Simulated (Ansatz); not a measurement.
## SiC(111) slab, H on both faces (200 atoms): a short ab initio trajectory

Wanted: a short trajectory of SiC(111) slab, H on both faces (200 atoms) with its pair distributions.

Main program and level: Ansatz 0.2.0; Kohn-Sham DFT, r2SCAN+D3(BJ), PAW (set soft_2), plane waves.

**1. Starting point**

The cell holds 200 atoms: 75 Si, 75 C and 50 H. Cell: a = 15.415 Å, b = 15.415 Å, c = 18.234 Å, α = 90.0°, β = 90.0°, γ = 60.0°. It derives from SiC (zinc-blende). Zinc-blende SiC (a = 4.36 Å), (111) slab of 6 atomic planes, 5 x 5 surface cells, H on the broken bonds of both faces, 10 Å of vacuum; displaced by a Gaussian of 0.02 Å. Regions: slab, 150 atoms (75 Si and 75 C); hydrogen, 50 atoms (50 H). Vacuum lies along c.

Before any run, some limits are plain. Sampling is at Γ alone, for a cell whose shortest periodic width is 13 Å.

**2. Single point at the start**

The forces at the start show how far the geometry lies from a minimum of this functional.

input.yaml reads:

```yaml
crystal:
  lattice:
    - [15.41493, 0.0, 0.0]
    - [7.70746, 13.34972, 0.0]
    - [0.0, 0.0, 18.23381]
  atoms:
    - { symbol: Si, position: [0.13199, 0.1322, 0.3683] }
    - { symbol: C, position: [0.20097, 0.0003, 0.33601] }
    - { symbol: Si, position: [0.06336, 0.06719, 0.50494] }
    - { symbol: C, position: [0.13215, 0.13496, 0.47265] }
    [... 190 atom lines left out ...]
    - { symbol: H, position: [0.99944, 0.39852, 0.27421] }
    - { symbol: H, position: [0.80364, 0.39959, 0.72596] }
    - { symbol: H, position: [0.0005, 0.59916, 0.2735] }
    - { symbol: H, position: [0.7979, 0.60076, 0.72412] }
    - { symbol: H, position: [0.99948, 0.7988, 0.27398] }
    - { symbol: H, position: [0.79985, 0.79949, 0.72423] }
kpoints:
  mp_grid: { grid: [1, 1, 1] }
hamiltonian:
  xc: r2scan
  dispersion: d3bj
scf:
  occupations: { method: fixed }
output:
  forces: true
```

Started as:

```sh
> ansatz run input.yaml --threads 8 --pin off --max-ram 15872MiB --backend cpu --events-out ev --progress --plain --runs-dir out
```

It took 80 s on 8 threads of Arm Neoverse V1, shared host; peak memory 11 GiB; 9.6 min of CPU time.

Notices of the run: dispersion damping borrowed.

Numbers from this run:

| Property | Result |
| --- | --- |
| free energy | -67659.7281 eV |
| free energy per atom | -338.2986 eV/atom |
| SCF cycles | 9 |
| r.m.s. force component | 0.6484 eV/Å |
| longest force | 2.934 eV/Å |
| Fermi energy | 1.227 eV |

The r.m.s. force component of 0.65 eV/Å sets the starting point.

Length of the force by element:

| element | coordination | atoms | mean length of the force (eV/Å) | spread | least | most |
| --- | --- | --- | --- | --- | --- | --- |
| C | all | 75 | 1.17 | 0.524 | 0.213 | 2.93 |
| H | all | 50 | 0.518 | 0.354 | 0.0838 | 1.52 |
| Si | all | 75 | 1.14 | 0.407 | 0.434 | 2.25 |

**3. Dynamics started at 600 K**

A Nosé–Hoover thermostat steers the temperature while disturbing the dynamics little. The time step is 0.5 fs, short enough for the stretching of bonds to hydrogen.

input.yaml, as its differences from that of step 2:

```diff
@@ -16 +16,8 @@
   forces: true
+md:
+  timestep: 0.5
+  n_steps: 60
+  ensemble: nvt_nose_hoover
+  temperature: 600
+  initial_velocities: maxwell_boltzmann
+  seed: 6313
```

Run time: 47 min. Hardware: 8 threads; peak memory 11 GiB.

The program notes that it switched symmetry off.

The trajectory, sampled:

| time (fs) | T (K) | potential (meV/atom) | conserved (meV/atom) |
| --- | --- | --- | --- |
| 0.0 | 600 | 0.0 | 0.00 |
| 2.0 | 544 | 7.3 | 0.06 |
| 4.0 | 475 | 16.2 | 0.05 |
| 6.0 | 401 | 25.6 | 0.06 |
| 8.0 | 330 | 34.8 | 0.09 |
| 10.0 | 301 | 38.6 | 0.07 |
| 12.0 | 291 | 39.9 | 0.07 |
| 14.0 | 311 | 37.4 | 0.07 |
| 16.0 | 352 | 32.2 | 0.03 |
| 18.0 | 351 | 32.5 | 0.06 |
| 20.0 | 343 | 33.6 | 0.06 |
| 22.0 | 339 | 34.2 | 0.04 |
| 24.0 | 314 | 37.7 | 0.07 |
| 26.0 | 299 | 39.7 | 0.06 |
| 28.0 | 289 | 41.2 | 0.07 |
| 30.0 | 294 | 40.7 | 0.07 |

Mean square displacement from the first frame to the last: Si 0.012 Å², C 0.014 Å², H 0.053 Å².

Table of mean square displacement by time lag:

| time lag (fs) | C (Å²) | H (Å²) | Si (Å²) |
| --- | --- | --- | --- |
| 0.50 | 1.9e-5 | 2.1e-4 | 8.7e-6 |
| 1.00 | 7.7e-5 | 8.1e-4 | 3.5e-5 |
| 1.50 | 1.7e-4 | 0.00180 | 7.8e-5 |
| 2.00 | 3.1e-4 | 0.00314 | 1.4e-4 |
| 3.50 | 9.2e-4 | 0.00889 | 4.1e-4 |
| 4.00 | 0.00119 | 0.0112 | 5.2e-4 |
| 4.50 | 0.00149 | 0.0137 | 6.5e-4 |
| 5.00 | 0.00182 | 0.0164 | 7.9e-4 |
| 5.50 | 0.00218 | 0.0190 | 9.4e-4 |
| 6.50 | 0.00297 | 0.0244 | 0.00127 |
| 7.00 | 0.00340 | 0.0271 | 0.00145 |
| 8.00 | 0.00431 | 0.0324 | 0.00183 |
| 8.50 | 0.00479 | 0.0350 | 0.00202 |
| 9.50 | 0.00579 | 0.0400 | 0.00244 |
| 10.00 | 0.00631 | 0.0425 | 0.00265 |
| 10.50 | 0.00683 | 0.0450 | 0.00287 |
| 11.00 | 0.00736 | 0.0475 | 0.00310 |
| 11.50 | 0.00789 | 0.0499 | 0.00332 |
| 13.00 | 0.00946 | 0.0574 | 0.00404 |
| 13.50 | 0.00997 | 0.0599 | 0.00428 |
| 14.00 | 0.0105 | 0.0624 | 0.00453 |
| 15.00 | 0.0114 | 0.0672 | 0.00503 |

The drift taken off is the plain mean over atoms, not the centre of mass, so with hydrogen in the cell the heavy atoms' values at short lags are too large.

Over the second half of 30 fs the temperature averages 324 K, falling from about 350 to 290 K (means over the first and last quarter of that half). The conserved energy stays within 0.09 meV/atom. From first frame to last H has the largest mean square displacement, 0.053 Å² at the end; the farthest move is 0.48 Å. The mean temperature of 324 K lies well off the 600 K of the input, so the thermostat hasn't yet brought the run to equilibrium. The run spans 0.03 ps, too short for its means to be equilibrium values.

**4. Distances and neighbours late in the run**

The g(r) is a mean over the second half; what follows it is taken at the last frame.

Bonds before and after, by the cutoffs listed below:

| pair | bonds before | bonds after | mean before (Å) | mean after (Å) | spread before (Å) | spread after (Å) |
| --- | --- | --- | --- | --- | --- | --- |
| C-Si | 275 | 275 | 1.889 | 1.884 | 0.029 | 0.050 |
| C-H | 25 | 25 | 1.098 | 1.115 | 0.024 | 0.035 |
| Si-H | 25 | 25 | 1.473 | 1.469 | 0.022 | 0.037 |

Mean of 17 frames; normalised to the volume that the atoms fill. g(r), total and by pair (bins of 0.2 Å):

| r (Å) | total | C-C | C-Si | C-H | Si-Si | Si-H | H-H |
| --- | --- | --- | --- | --- | --- | --- | --- |
| 1.00 | 0.35 | 0.00 | 0.00 | 1.87 | 0.00 | 0.00 | 0.00 |
| 1.20 | 0.51 | 0.00 | 0.00 | 2.71 | 0.00 | 0.00 | 0.00 |
| 1.40 | 0.28 | 0.00 | 0.00 | 0.00 | 0.00 | 1.50 | 0.00 |
| 1.60 | 0.19 | 0.00 | 0.00 | 0.00 | 0.00 | 1.01 | 0.00 |
| 1.80 | 2.32 | 0.00 | 8.22 | 0.00 | 0.00 | 0.01 | 0.00 |
| 2.00 | 0.96 | 0.00 | 3.40 | 0.00 | 0.00 | 0.00 | 0.00 |
| 2.20 | 0.03 | 0.00 | 0.02 | 0.00 | 0.00 | 0.12 | 0.00 |
| 2.40 | 0.40 | 0.00 | 0.00 | 0.01 | 0.00 | 2.12 | 0.03 |
| 2.60 | 0.27 | 0.00 | 0.00 | 0.70 | 0.00 | 0.60 | 0.37 |
| 2.80 | 0.41 | 0.07 | 0.00 | 1.43 | 0.05 | 0.00 | 1.98 |
| 3.00 | 2.44 | 7.83 | 0.00 | 0.38 | 7.32 | 0.05 | 3.82 |
| 3.20 | 1.82 | 4.01 | 0.00 | 1.63 | 4.42 | 0.60 | 3.36 |
| 3.40 | 0.76 | 0.01 | 0.78 | 1.13 | 0.06 | 1.42 | 0.90 |
| 3.60 | 1.90 | 0.00 | 6.14 | 0.11 | 0.00 | 0.73 | 0.26 |
| 3.80 | 0.40 | 0.00 | 0.87 | 0.27 | 0.00 | 0.57 | 0.03 |
| 4.00 | 0.32 | 0.00 | 0.00 | 1.19 | 0.00 | 0.52 | 0.00 |
| 4.20 | 0.34 | 0.71 | 0.00 | 0.47 | 0.65 | 0.31 | 0.00 |
| 4.40 | 0.64 | 1.61 | 0.00 | 0.12 | 1.60 | 0.88 | 0.00 |
| 4.60 | 0.51 | 0.06 | 1.34 | 0.02 | 0.12 | 0.58 | 0.00 |
| 4.80 | 1.00 | 0.00 | 3.04 | 0.37 | 0.00 | 0.37 | 0.09 |
| 5.00 | 0.44 | 0.03 | 0.11 | 1.26 | 0.01 | 0.79 | 0.36 |
| 5.20 | 0.96 | 2.26 | 0.00 | 0.95 | 2.06 | 0.57 | 1.07 |
| 5.40 | 1.58 | 3.98 | 0.11 | 0.80 | 4.15 | 0.92 | 1.31 |
| 5.60 | 0.94 | 0.07 | 2.27 | 0.47 | 0.11 | 0.80 | 0.69 |
| 5.80 | 0.46 | 0.00 | 0.91 | 0.81 | 0.01 | 0.21 | 0.26 |
| 6.00 | 0.40 | 0.61 | 0.01 | 0.64 | 0.49 | 0.39 | 0.80 |
| 6.20 | 0.95 | 1.71 | 0.22 | 0.65 | 1.78 | 1.11 | 1.05 |
| 6.40 | 1.17 | 0.06 | 2.77 | 0.81 | 0.09 | 1.02 | 0.49 |

Bonds by pair of elements; cutoffs follow the first minimum of g(r), held within bounds set by covalent radii, and pairs that aren't listed don't count as bonded (cutoffs were set anew for this text, so counts can differ from the run's own analysis):

| pair A-B | cutoff (Å) | bonds | mean length (Å) | spread (Å) | shortest (Å) | B about A | A about B |
| --- | --- | --- | --- | --- | --- | --- | --- |
| C-Si | 2.28 | 275 | 1.88 | 0.05 | 1.73 | 3.67 | 3.67 |
| C-H | 1.34 | 25 | 1.11 | 0.035 | 1.05 | 0.333 | 0.5 |
| Si-H | 1.78 | 25 | 1.47 | 0.037 | 1.35 | 0.333 | 0.5 |

How many atoms have how many bonded neighbours:

| element | mean | 1 | 4 |
| --- | --- | --- | --- |
| C | 4 | 0 | 75 |
| H | 1 | 50 | 0 |
| Si | 4 | 0 | 75 |

Bond angles, per cent of each kind in bins of 5°:

| angle (°) | Si-C-Si | C-Si-C | H-C-Si | C-Si-H |
| --- | --- | --- | --- | --- |
| 90–95 | 0.0 | 0.0 | 1.3 | 1.3 |
| 95–100 | 0.5 | 0.3 | 6.7 | 6.7 |
| 100–105 | 6.7 | 8.8 | 25.3 | 12.0 |
| 105–110 | 46.7 | 48.3 | 29.3 | 36.0 |
| 110–115 | 40.3 | 38.4 | 28.0 | 36.0 |
| 115–120 | 5.9 | 4.3 | 6.7 | 5.3 |
| 120–125 | 0.0 | 0.0 | 2.7 | 2.7 |

Bond angles (no mean is given where the spread exceeds 20°):

| angle | count | mean (°) | spread (°) |
| --- | --- | --- | --- |
| Si-C-Si | 375 | 110 | 3.3 |
| C-Si-C | 375 | 110 | 3.3 |
| H-C-Si | 75 | 108 | 5.8 |
| C-Si-H | 75 | 109 | 5.4 |

For some of the pairs, g(r) has its first main peak near 3.07 Å (C-C), 1.88 Å (C-Si), 1.10 Å (C-H), 3.07 Å (Si-Si), 1.51 Å (Si-H) and 3.07 Å (H-H). With the cutoffs above, all C atoms have 4, all H atoms have 1 and all Si atoms have 4 bonded neighbours. The Si-C-Si angle averages 110° with a spread of 3°.

**5. Single point at the last frame**

The last frame is solved once more, with the analyses that the dynamics left out.

input.yaml reads:

```yaml
crystal:
  lattice:
    - [15.41493, 0.0, 0.0]
    - [7.70746, 13.34972, 0.0]
    - [0.0, 0.0, 18.23381]
  atoms:
    - { symbol: Si, position: [0.13418, 0.13341, 0.36769] }
    - { symbol: C, position: [0.20228, 0.00097, 0.33661] }
    - { symbol: Si, position: [0.07087, 0.06433, 0.51188] }
    - { symbol: C, position: [0.13814, 0.12544, 0.4692] }
    [... 190 atom lines left out ...]
    - { symbol: H, position: [2.0e-05, 0.40288, 0.28185] }
    - { symbol: H, position: [0.80431, 0.40904, 0.71501] }
    - { symbol: H, position: [0.99058, 0.61254, 0.27065] }
    - { symbol: H, position: [0.80508, 0.59858, 0.7215] }
    - { symbol: H, position: [0.01086, 0.79671, 0.2708] }
    - { symbol: H, position: [0.82098, 0.8069, 0.72545] }
kpoints:
  mp_grid: { grid: [1, 1, 1] }
hamiltonian:
  xc: r2scan
  dispersion: d3bj
scf:
  occupations: { method: fixed }
output:
  forces: true
  populations: true
  dos:
    method: { smearing: { sigma: 0.1 } }
    de: 0.1
    projected:
      site_lists:
        C: [C]
        H: [H]
        Si: [Si]
        hydrogen: [150, 151, 152, 153, 154, 155, 156, 157, 158, 159, 160, 161, 162, 163, 164, 165, 166, 167, 168, 169, 170, 171, 172, 173, 174, 175, 176, 177, 178, 179, 180, 181, 182, 183, 184, 185, 186, 187, 188, 189, 190, 191, 192, 193, 194, 195, 196, 197, 198, 199]
  eigenvalues: true
  write_density: true
  write_potential: true
  volumetric_format: npy
```

Wall time 2.2 min (8 threads); peak memory 11 GiB; 17 min of CPU time.

The program notes that the exchange-correlation potential is rough where the density is thin.

Numbers from this run:

* free energy: -67651.5837 eV
* free energy per atom: -338.2579 eV/atom
* SCF cycles: 9
* r.m.s. force component: 0.9391 eV/Å
* longest force: 4.42 eV/Å
* Fermi energy: 1.114 eV
* gap (highest filled to lowest empty level): 2.643 eV
* spilling of the projection: 0.01156

Length of the force by element:

| element | coordination | atoms | mean length of the force (eV/Å) | spread | least | most |
| --- | --- | --- | --- | --- | --- | --- |
| C | all | 75 | 1.65 | 0.795 | 0.356 | 4.42 |
| H | all | 50 | 0.841 | 0.604 | 0.129 | 3.35 |
| Si | all | 75 | 1.55 | 0.757 | 0.124 | 3.87 |

Löwdin charges by element (they lack the spilled electrons, 0.038 e an atom on average):

| element | coordination | atoms | mean charge (e) | spread | least | most |
| --- | --- | --- | --- | --- | --- | --- |
| C | all | 75 | -1.01 | 0.0294 | -1.06 | -0.949 |
| H | all | 50 | 0.0439 | 0.152 | -0.125 | 0.222 |
| Si | all | 75 | 1.08 | 0.081 | 0.902 | 1.21 |

By region:

| region | atoms | mean length of the force (eV/Å) |
| --- | --- | --- |
| slab | 150 | 1.60 |
| hydrogen | 50 | 0.841 |

Density of states as counts of states in windows of 1 eV (from the Fermi level), total and the larger projections:

| from (eV) | to (eV) | total | C p | Si p | Si s | H s | hydrogen | C s |
| --- | --- | --- | --- | --- | --- | --- | --- | --- |
| -14 | -13 | 34.3 | 2.2 | 8.7 | 7.4 | 1.3 | 1.3 | 14.5 |
| -13 | -12 | 39.7 | 1.8 | 10.1 | 6.0 | 2.2 | 2.2 | 19.3 |
| -12 | -11 | 45.6 | 1.5 | 13.5 | 3.5 | 2.3 | 2.3 | 24.5 |
| -11 | -9 | 0.0 | 0.0 | 0.0 | 0.0 | 0.0 | 0.0 | 0.0 |
| -9 | -8 | 24.9 | 11.1 | 4.6 | 6.5 | 1.7 | 1.7 | 0.8 |
| -8 | -7 | 60.2 | 28.1 | 8.3 | 17.1 | 3.6 | 3.6 | 2.6 |
| -7 | -6 | 39.4 | 17.4 | 5.8 | 6.0 | 5.3 | 5.3 | 4.3 |
| -6 | -5 | 41.0 | 21.5 | 11.0 | 2.7 | 3.4 | 3.4 | 2.0 |
| -5 | -4 | 65.8 | 33.4 | 18.1 | 3.3 | 7.5 | 7.5 | 2.8 |
| -4 | -3 | 78.9 | 42.6 | 23.0 | 2.9 | 7.4 | 7.4 | 2.1 |
| -3 | -2 | 90.1 | 55.2 | 24.1 | 2.0 | 6.0 | 6.0 | 1.7 |
| -2 | -1 | 72.2 | 49.8 | 15.0 | 0.3 | 5.1 | 5.1 | 0.6 |
| -1 | 0 | 26.7 | 21.3 | 3.8 | 0.0 | 0.7 | 0.7 | 0.1 |
| 0 | 1 | 0.9 | 0.8 | 0.1 | 0.0 | 0.0 | 0.0 | 0.0 |
| 1 | 2 | 0.0 | 0.0 | 0.0 | 0.0 | 0.0 | 0.0 | 0.0 |
| 2 | 3 | 12.0 | 0.5 | 6.1 | 0.3 | 0.4 | 0.4 | 2.9 |
| 3 | 4 | 11.8 | 1.7 | 5.1 | 0.3 | 0.6 | 0.6 | 1.7 |
| 4 | 5 | 42.1 | 4.8 | 15.3 | 2.1 | 3.7 | 3.7 | 4.9 |

With fixed occupations the program's Fermi level is the highest filled level; weight inside the gap is the broadening of levels at its edges.

Between -16 and -14 eV lie 31 more states.

The levels nearest the highest filled one (over half full), pooled over k-points and spins:

| level less the highest filled one (eV) | occupation |
| --- | --- |
| -0.472 | 2 |
| -0.446 | 2 |
| -0.440 | 2 |
| -0.35 | 2 |
| -0.0176 | 2 |
| 0 | 2 |
| 2.64 | 0 |
| 2.69 | 0 |
| 2.75 | 0 |
| 2.78 | 0 |
| 2.83 | 0 |
| 2.87 | 0 |

Planar average of the electrostatic potential energy along the normal, with the Fermi level as zero, after a running mean with a triangular window 4 Å wide at its base:

| height (Å) | potential energy (eV) |
| --- | --- |
| 0.0 | 5.08 |
| 0.5 | 4.99 |
| 1.1 | 4.91 |
| 1.5 | 4.84 |
| 2.0 | 4.75 |
| 2.6 | 4.64 |
| 3.1 | 4.42 |
| 3.6 | 4.00 |
| 4.2 | 2.99 |
| 4.6 | 1.49 |
| 5.1 | -1.27 |
| 5.7 | -4.24 |
| 6.2 | -6.57 |
| 6.8 | -7.46 |
| 7.3 | -7.38 |
| 7.7 | -7.26 |
| 8.2 | -7.37 |
| 8.8 | -7.61 |
| 9.3 | -7.61 |
| 9.9 | -7.45 |
| 10.4 | -7.36 |
| 10.8 | -7.49 |
| 11.3 | -7.51 |
| 11.9 | -6.38 |
| 12.4 | -3.87 |
| 13.0 | -0.69 |
| 13.5 | 2.24 |
| 13.9 | 3.80 |
| 14.5 | 4.90 |
| 15.0 | 5.32 |
| 15.5 | 5.46 |
| 16.1 | 5.42 |
| 16.6 | 5.34 |
| 17.0 | 5.28 |
| 17.6 | 5.19 |
| 18.1 | 5.10 |

Mean Löwdin charges: C -1.01, H +0.04, Si +1.08 e (they miss 1.2 % of the electrons, so they add up to more than the cell's charge). The largest share in the top eV of filled states is C p (82 % of the projected weight), and in the lowest eV of empty states Si p (60 % of the projected weight). The potential slopes across the vacuum by 0.16 eV/Å: the slab bears a dipole, and with periodic images along the normal there is no flat vacuum level to read.

**6. What came out**

* mean temperature, second half: 323.7 K
* temperature swing, second half: 24.63 K
* slope of the conserved energy against time, by least squares: 0.4207 meV/atom/ps
* free energy per atom: -338.2579 eV/atom
* r.m.s. force component: 0.9391 eV/Å
* gap (highest filled to lowest empty level): 2.643 eV
* wall time of the 3 DFT runs: 50 min

**Reading.** Over the second half of 30 fs the temperature averages 324 K, falling from about 350 to 290 K (means over the first and last quarter of that half). The conserved energy stays within 0.09 meV/atom. The mean temperature of 324 K lies well off the 600 K of the input, so the thermostat hasn't yet brought the run to equilibrium. The run spans 0.03 ps, too short for its means to be equilibrium values. With the cutoffs above, all C atoms have 4, all H atoms have 1 and all Si atoms have 4 bonded neighbours. Between filled and empty levels lie 2.64 eV at Γ alone; the mesh holds the band edges only if they fold onto it, so the gap at this level can be narrower or closed, and states at the surface or the caps may set it.

**Limits.** The slab bears a dipole and has periodic images along its normal, so a spurious field crosses the vacuum.

[Logs are printed without paths, hosts, clocks, repeated set-up lines and the standing remarks that a program may print on its own settings, such as how far it seeks lower states.]

[Hosts, paths, dates, database ids (printed as entryN), source tags and the programs' standing remarks are cut or masked in the printed files.]
